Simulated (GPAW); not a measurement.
**PbF2 (Fluorocronite): G0W0 with GPAW, start to end**

Wanted: ground state, empty states, screening and self-energy for PbF2 (Fluorocronite).

Program: GPAW 26.7.0. Level of theory: PBE and many-body steps on it, plane waves. Results are calculated unless marked as measured.

The database entry behind the starting cell differs from later determinations by our own check (0.1 to 0.3 % short, probably kX units), so it need not match the best structure at ambient conditions.

## (1) The structure

The structure is cubic, space group Fm-3m (No. 225). Conventional cell: a = 5.927 Å, b = 5.927 Å, c = 5.927 Å, α = 90.00°, β = 90.00°, γ = 90.00°. Nearest to Pb lie 8 F at 2.57 Å. Nearest to F lie 4 Pb at 2.57 Å. Farther neighbours and most contacts between anions are not listed.

The cell and positions come from the Crystallography Open Database and are kept as given unless a step says otherwise. This is not the form that PbF2 usually takes at ambient conditions. Spin-orbit coupling is left out unless a step names it.

## (2) Ground state

This step: GPAW 26.7.0; DFT, PBE, plane waves, PAW.

The ground-state density comes first.

Contents of run.py:

```python
import json
import numpy as np
from gpaw.mpi import world
from ase import Atoms
from gpaw import GPAW, PW, FermiDirac

atoms = Atoms(['Pb', 'F', 'F'],
    cell=[[0.0000000000, 2.9636600000, 2.9636600000],
      [2.9636600000, 0.0000000000, 2.9636600000],
      [2.9636600000, 2.9636600000, 0.0000000000]],
    scaled_positions=[[0.0000000000, 0.0000000000, 0.0000000000],
      [0.2500000000, 0.2500000000, 0.2500000000],
      [0.7500000000, 0.7500000000, 0.7500000000]],
    pbc=(True, True, True))
calc = GPAW(mode=PW(600),
    xc='PBE',
    kpts={'size': (8, 8, 8), 'gamma': True},
    occupations=FermiDirac(0.001),
    nbands=-7,
    convergence={'density': 1e-6, 'bands': -3},
    maxiter=100,
    txt='gs.txt')
atoms.calc = calc
res = {'energy': atoms.get_potential_energy()}
kpts = calc.get_ibz_k_points()
res['kpts'] = kpts
res['eigenvalues'] = [calc.get_eigenvalues(kpt=k) for k in range(len(kpts))]
res['n_electrons'] = calc.get_number_of_electrons()
calc.write('gs.gpw')

if world.rank == 0:
    with open('result.json', 'w') as f:
        json.dump(res, f, default=lambda x: x.tolist())
```

Started as:

```console
$ mpirun -n 4 gpaw python run.py
```

Log:

```text
__  _  _
 | _ |_)|_||  |
 |__||  | ||/\| - 26.7.0

Input parameters:
  mode=PW(ecut=600.0),
  convergence={'density': 1e-06, 'bands': -3},
  kpts=MonkhorstPack(size=(8, 8, 8), gamma=True),
  maxiter=100,
  nbands=-7,
  occupations=Occupations(name='fermi-dirac', width=0.001, fixmagmom=False),
  xc=XC(name='PBE')
  [... matrices ...]
Diagonalizing LCAO Hamiltonian
Converting LCAO to pw mode

                     F

            F

       Pb

Atoms  # Å, Bohr magnetons
|   | symbol |        x |        y |        z |    initial magnetic moments |
| 0 |     Pb | 0.000000 | 0.000000 | 0.000000 | ( 0.0000,  0.0000,  0.0000) |
| 1 |      F | 1.481830 | 1.481830 | 1.481830 | ( 0.0000,  0.0000,  0.0000) |
| 2 |      F | 4.445490 | 4.445490 | 4.445490 | ( 0.0000,  0.0000,  0.0000) |

Unit cell  # Å
| periodic |        x |        y |        z |  lengths |    angles |
|      yes | 0.000000 | 2.963660 | 2.963660 | 4.191248 | 60.000000 |
|      yes | 2.963660 | 0.000000 | 2.963660 | 4.191248 | 60.000000 |
|      yes | 2.963660 | 2.963660 | 0.000000 | 4.191248 | 60.000000 |

Number of symmetries: 48
Symmetry operations  # r_c * U_cc + t_c -> r_c
|    | kind |            matrix            |
|  0 |  σ   |  1, 0, 0,  1, 0,-1,  1,-1, 0 |
|  1 |  C2  |  1, 0, 0,  1,-1, 0,  1, 0,-1 |
|  2 |  E   |  1, 0, 0,  0, 1, 0,  0, 0, 1 |
|  3 |  σ   |  1, 0, 0,  0, 0, 1,  0, 1, 0 |
|  4 |  C4  |  1, 0,-1,  1, 0, 0,  1,-1, 0 |
|  5 |  S6  |  1, 0,-1,  1,-1, 0,  1, 0, 0 |
|  6 |  σ   |  1, 0,-1,  0, 1,-1,  0, 0,-1 |
|  7 |  C3  |  1, 0,-1,  0, 0,-1,  0, 1,-1 |
|  8 |  S6  |  1,-1, 0,  1, 0, 0,  1, 0,-1 |
|  9 |  C4  |  1,-1, 0,  1, 0,-1,  1, 0, 0 |
| 10 |  C3  |  1,-1, 0,  0,-1, 1,  0,-1, 0 |
| 11 |  σ   |  1,-1, 0,  0,-1, 0,  0,-1, 1 |
| 12 |  σ   |  0, 1, 0,  1, 0, 0,  0, 0, 1 |
| 13 |  C4  |  0, 1, 0,  0, 1,-1, -1, 1, 0 |
| 14 |  C3  |  0, 1, 0,  0, 0, 1,  1, 0, 0 |
| 15 |  S6  |  0, 1, 0, -1, 1, 0,  0, 1,-1 |
| 16 |  C2  |  0, 1,-1,  1, 0,-1,  0, 0,-1 |
| 17 |  σ   |  0, 1,-1,  0, 1, 0, -1, 1, 0 |
| 18 |  S4  |  0, 1,-1,  0, 0,-1,  1, 0,-1 |
| 19 |  C4  |  0, 1,-1, -1, 1, 0,  0, 1, 0 |
| 20 |  C3  |  0, 0, 1,  1, 0, 0,  0, 1, 0 |
| 21 |  σ   |  0, 0, 1,  0, 1, 0,  1, 0, 0 |
| 22 |  S6  |  0, 0, 1,  0,-1, 1, -1, 0, 1 |
| 23 |  C4  |  0, 0, 1, -1, 0, 1,  0,-1, 1 |
| 24 |  S4  |  0, 0,-1,  1, 0,-1,  0, 1,-1 |
| 25 |  C3  |  0, 0,-1,  0, 1,-1,  1, 0,-1 |
| 26 |  C2  |  0, 0,-1,  0,-1, 0, -1, 0, 0 |
| 27 |  S6  |  0, 0,-1, -1, 0, 0,  0,-1, 0 |
| 28 |  S4  |  0,-1, 1,  1,-1, 0,  0,-1, 0 |
| 29 |  C4  |  0,-1, 1,  0, 0, 1, -1, 0, 1 |
| 30 |  C2  |  0,-1, 1,  0,-1, 0,  1,-1, 0 |
| 31 |  σ   |  0,-1, 1, -1, 0, 1,  0, 0, 1 |
| 32 |  C3  |  0,-1, 0,  1,-1, 0,  0,-1, 1 |
| 33 |  S6  |  0,-1, 0,  0, 0,-1, -1, 0, 0 |
| 34 |  S4  |  0,-1, 0,  0,-1, 1,  1,-1, 0 |
| 35 |  C2  |  0,-1, 0, -1, 0, 0,  0, 0,-1 |
| 36 |  C2  | -1, 1, 0,  0, 1, 0,  0, 1,-1 |
| 37 |  S6  | -1, 1, 0,  0, 1,-1,  0, 1, 0 |
| 38 |  S4  | -1, 1, 0, -1, 0, 1, -1, 0, 0 |
| 39 |  C3  | -1, 1, 0, -1, 0, 0, -1, 0, 1 |
| 40 |  S6  | -1, 0, 1,  0, 0, 1,  0,-1, 1 |
| 41 |  C2  | -1, 0, 1,  0,-1, 1,  0, 0, 1 |
| 42 |  C3  | -1, 0, 1, -1, 1, 0, -1, 0, 0 |
| 43 |  S4  | -1, 0, 1, -1, 0, 0, -1, 1, 0 |
| 44 |  C2  | -1, 0, 0,  0, 0,-1,  0,-1, 0 |
| 45 |  i   | -1, 0, 0,  0,-1, 0,  0, 0,-1 |
| 46 |  σ   | -1, 0, 0, -1, 1, 0, -1, 0, 1 |
| 47 |  C2  | -1, 0, 0, -1, 0, 1, -1, 1, 0 |

BZ-sampling:
  Number of BZ points: 512
  Number of IBZ points: 29

  Monkhorst-Pack size: [8, 8, 8]
  Monkhorst-Pack shift: [0.0625, 0.0625, 0.0625]

K-points  # in reciprocal-cell coordinates
|     |                                coordinates |     weight |
|   0 | (  0.00000000,   0.00000000,   0.00000000) | 0.00195312 |
|   1 | (  0.12500000,   0.12500000,   0.00000000) | 0.01171875 |
|   2 | (  0.12500000,   0.12500000,   0.12500000) | 0.01562500 |
|   3 | (  0.25000000,   0.12500000,   0.12500000) | 0.02343750 |
|   4 | (  0.25000000,   0.25000000,   0.00000000) | 0.01171875 |
|   5 | (  0.25000000,   0.25000000,   0.12500000) | 0.04687500 |
|   6 | (  0.25000000,   0.25000000,   0.25000000) | 0.01562500 |
|   7 | (  0.37500000,   0.25000000,  -0.37500000) | 0.04687500 |
|   8 | (  0.37500000,   0.25000000,   0.12500000) | 0.04687500 |
|   9 | (  0.37500000,   0.25000000,   0.25000000) | 0.04687500 |
| ... |                                            |            |
|  28 | (  0.50000000,   0.50000000,   0.50000000) | 0.00781250 |

Plane wave coefficients: 1807
Cutoff: 600.0 eV

Spin-components: 1 (collinear spins)
Bands:           21
Projectors:      16
Spin-degeneracy: 2
Datatype:        complex128

  Storage: CPU
  Wave functions: 17_607_408 bytes (4_401_852 per core)
  Projectors: 19_284_304 bytes (4_821_076 per core)
  [... matrices ...]
Parallelization:
  kpt:    4
  domain: 1
  band:   1

Density:
  Valence electrons: 28.0
  Components: 1
  Grid points: [24 24 24]
  Charge: 0.0  # |e|

Potential:
  Grid points: [24 24 24]

species:
  Pb:
    name:    Lead
    Z:       82.0
    valence: 14
    core:    68
    charge:  0.0  # [|e|]
    compensation charges:
      type: gauss
      rc: 0.38  # [Å]
      lmax: 2
    cutoffs:
      filter: 2.36  # [Å]
      core: 2.43  # [Å]
    projectors
    | kind |    occ | energy [eV] | rcut [Å] |
    |   6s |  2.000 |     -11.969 |    1.259 |
    |   6p |  2.000 |      -3.506 |    1.275 |
    |   5d | 10.000 |     -21.211 |    1.217 |
    |    s |        |      15.243 |    1.259 |
    |    p |        |      23.705 |    1.275 |
    |    d |        |       6.001 |    1.217 |

    Using partial waves for Pb as LCAO basis

  F:
    name:    Fluorine
    Z:       9.0
    valence: 7
    core:    2
    charge:  0.0  # [|e|]
    compensation charges:
      type: gauss
      rc: 0.20  # [Å]
      lmax: 2
    cutoffs:
      filter: 1.14  # [Å]
      core: 0.74  # [Å]
    projectors
    | kind |    occ | energy [eV] | rcut [Å] |
    |   2s |  2.000 |     -29.898 |    0.635 |
    |   2p |  5.000 |     -11.110 |    0.635 |
    |    s |        |      -2.687 |    0.635 |
    |    p |        |      16.102 |    0.635 |
    |    d |        |       0.000 |    0.635 |

    Using partial waves for F as LCAO basis

Reference energy: -572702.624935  # eV

eigensolver:
  PPCG
  Converge bands: -3
  niter=2

density mixing:
  MSR1-Mixer
  Pratt-step length: 0.05
  Maximum mixing coefficient: 0.75
  Old densities: 10
  SVD Regularization: 0.005
  Good broyden scale: 1.0
  Trust region scale: 1.0
  Backstep threshold: 4.0
  History deletion threshold: 6.0
  Fourier metric: weight=20.0, sigma=0.015

occupation numbers:
  Fermi-Dirac:
    width: 0.0010  # eV

poisson solver:
  ecut: 4800.0  # eV

xc functional:
  name: PBE with 2 nearest neighbor stencil

Initialization done in: 1.498 s

convergence criteria:
- Maximum integral of absolute [dens]ity change: 1e-06 electrons / valence electron
- Maximum [total energy] change in last 3 cyles: 0.0005 eV / valence electron
- Maximum integral of absolute [eigenst]ate change: 4e-08 eV^2 / valence electron
maximum number of iterations: 100

SCF iterations
|iter     |     time |      energy | eigst |  dens |
|iter:   1|  |  -16.043650 | +1.67 |       |
|iter:   2|  |  -15.589287 | +0.23 | -1.08 |
|iter:   3|  |  -14.382111 | -0.37 | -1.13 |
|iter:   4|  |  -14.376667 | -2.74 | -1.57 |
|iter:   5|  |  -14.378840c| -3.14 | -1.83 |
|iter:   6|  |  -14.378988c| -4.70 | -2.83 |
|iter:   7|  |  -14.379042c| -5.33 | -3.17 |
|iter:   8|  |  -14.379042c| -6.96 | -4.53 |
|iter:   9|  |  -14.379042c| -8.13c| -4.95 |
|iter:  10|  |  -14.379042c| -7.69c| -5.59 |
|iter:  11|  |  -14.379042c| -8.81c| -6.52c|

Converged in 11 steps
SCF loop duration: 6.190 s (0.563 s/step)
Energy contributions relative to reference atoms: (reference = -572702.624935)
  [... matrices ...]
Energy contributions:
  Kinetic:          30.246773
  Coulomb:         -30.425525
  Zero:              0.311903
  External:          0.000000
  Xc:              -14.512194
  Entropy:          -0.000000
  Spinorbit:         0.000000
  ----------------------------
  Free energy:     -14.379042
  Extrapolated:    -14.379042

dipole moment: (-25.053936, -25.053936, -25.053936)  # |e|*Ang

Fermi level: 4.181
Eigenvalues  # (at kpt = [0.000, 0.000, 0.000])
| band index |      eig [eV] | occ [0-2] |
|          0 |       -18.597 |     2.000 |
|        ... |               |           |
|          6 |       -11.843 |     2.000 |
|          7 |        -2.047 |     2.000 |
|          8 |         0.041 |     2.000 |
|          9 |         0.041 |     2.000 |
|         10 |         0.041 |     2.000 |
|         11 |         0.535 |     2.000 |
|         12 |         0.535 |     2.000 |
|         13 |         0.535 |     2.000 |
|         14 |         9.267 |     0.000 |
|         15 |         9.267 |     0.000 |
|         16 |         9.267 |     0.000 |
|         17 |        13.210 |     0.000 |
|         18 |        17.660 |     0.000 |
|         19 |        17.660 |     0.000 |
|         20 |        20.065 |     0.000 |

Gap: 4.345 eV
Transition (v -> c):
  (s=0, k=16, n=13, [0.50, 0.25, -0.25]) -> (s=0, k=24, n=14, [0.50, 0.50, 0.00])
Direct/indirect transitions are different
Direct gap: 4.491 eV
Transition at: (s=0, k=24, n=13, [0.50, 0.50, 0.00])
# Writing to gs.gpw (mode='')
  [... matrices ...]
```

The job ended after 9.6 s (4 MPI ranks of Arm Neoverse V1, shared host; peak memory 0.67 GiB; 38 s of CPU time).

This step gave:

- total energy: -14.38 eV
- gap: 4.345 eV
- k of the valence top: 0.5, 0.25, -0.25
- k of the conduction bottom: 0.5, 0.5, 0
- least direct gap: 4.491 eV

The gap is indirect, with the least direct gap 0.15 eV higher.

## (3) Empty states on the mesh, 4×4×4 mesh, 128 bands

The sums over transitions need many empty states on a uniform mesh; this step solves for them.

Contents of run.py:

```python
import json
import numpy as np
from gpaw.mpi import world
from gpaw import GPAW

calc = GPAW('gs.gpw').fixed_density(kpts={'size': (4, 4, 4), 'gamma': True},
    parallel={'domain': 1, 'band': 1},
    txt='nscf.txt')
calc.diagonalize_full_hamiltonian(nbands=128)
calc.write('full.gpw', mode='all')
res = {}
kpts = calc.get_ibz_k_points()
res['kpts'] = kpts
res['eigenvalues'] = [calc.get_eigenvalues(kpt=k) for k in range(len(kpts))]
res['n_electrons'] = calc.get_number_of_electrons()

if world.rank == 0:
    with open('result.json', 'w') as f:
        json.dump(res, f, default=lambda x: x.tolist())
```

Started as:

```console
$ mpirun -n 4 gpaw python run.py
```

Log:

```text
Diagonalizing LCAO Hamiltonian
Converting LCAO to pw mode
convergence criteria:
- Maximum integral of absolute [eigenst]ate change: 4e-08 eV^2 / valence electron
maximum number of iterations: 100

SCF iterations
|iter     |     time |      energy | eigst |  dens |
|iter:   1|  |             | +1.70 |       |
|iter:   2|  |             | +0.65 |       |
|iter:   3|  |             | -1.25 |       |
[...]
|iter:   7|  |             | -6.18 |       |
|iter:   8|  |             | -7.27 |       |
|iter:   9|  |             | -7.82c|       |
SCF steps: 9
  __  _  _
 | _ |_)|_||  |
 |__||  | ||/\| - 26.7.0

Input parameters:
  mode=PW(ecut=600.0),
  convergence={'density': 1e-06, 'bands': -3},
  gpts=array([24, 24, 24]),
  kpts=MonkhorstPack(size=(4, 4, 4), gamma=True),
  maxiter=100,
  nbands=21,
  occupations=Occupations(name='fermi-dirac', width=0.001, fixmagmom=False),
  parallel={'domain': 1, 'band': 1},
  xc=XC(name='PBE')
Matrix size: 1807x1807
# Writing to full.gpw (mode='all')
  [... matrices ...]

timing:  # [seconds]
  Total: 13.518  # ━━━━━━━━━━━━━━━━━━━━━━━━━━━━━━━━━━━━━━━━━━━━━━━━━━━━━━━━━━
```

It took 18 s on 4 MPI ranks; peak memory 1.6 GiB; 72 s of CPU time.

Numbers from this step:

* gap: 4.345 eV
* k of the valence top: 0.5, 0.25, -0.25
* k of the conduction bottom: 0.5, 0.5, 0
* least direct gap: 4.491 eV
* k points computed: 8
* lowest point of the top converged band, above the valence top: 90.2075 eV

On this mesh the gap is 4.345 eV.

(Part 1 of 2 ends here.)

[Paths, hosts, dates, memory and timing lines, banners, echoed tables and standing remarks are left out of the program output.]

[Logs are printed without paths, hosts, clocks, repeated set-up lines and the standing remarks that a program may print on its own settings, such as how far it seeks lower states.]

[Runs of the session that timed out or met a known fault of the program may be left out.]

[Hosts, paths, dates, database ids (printed as entryN), source tags and the programs' standing remarks are cut or masked in the printed files.]
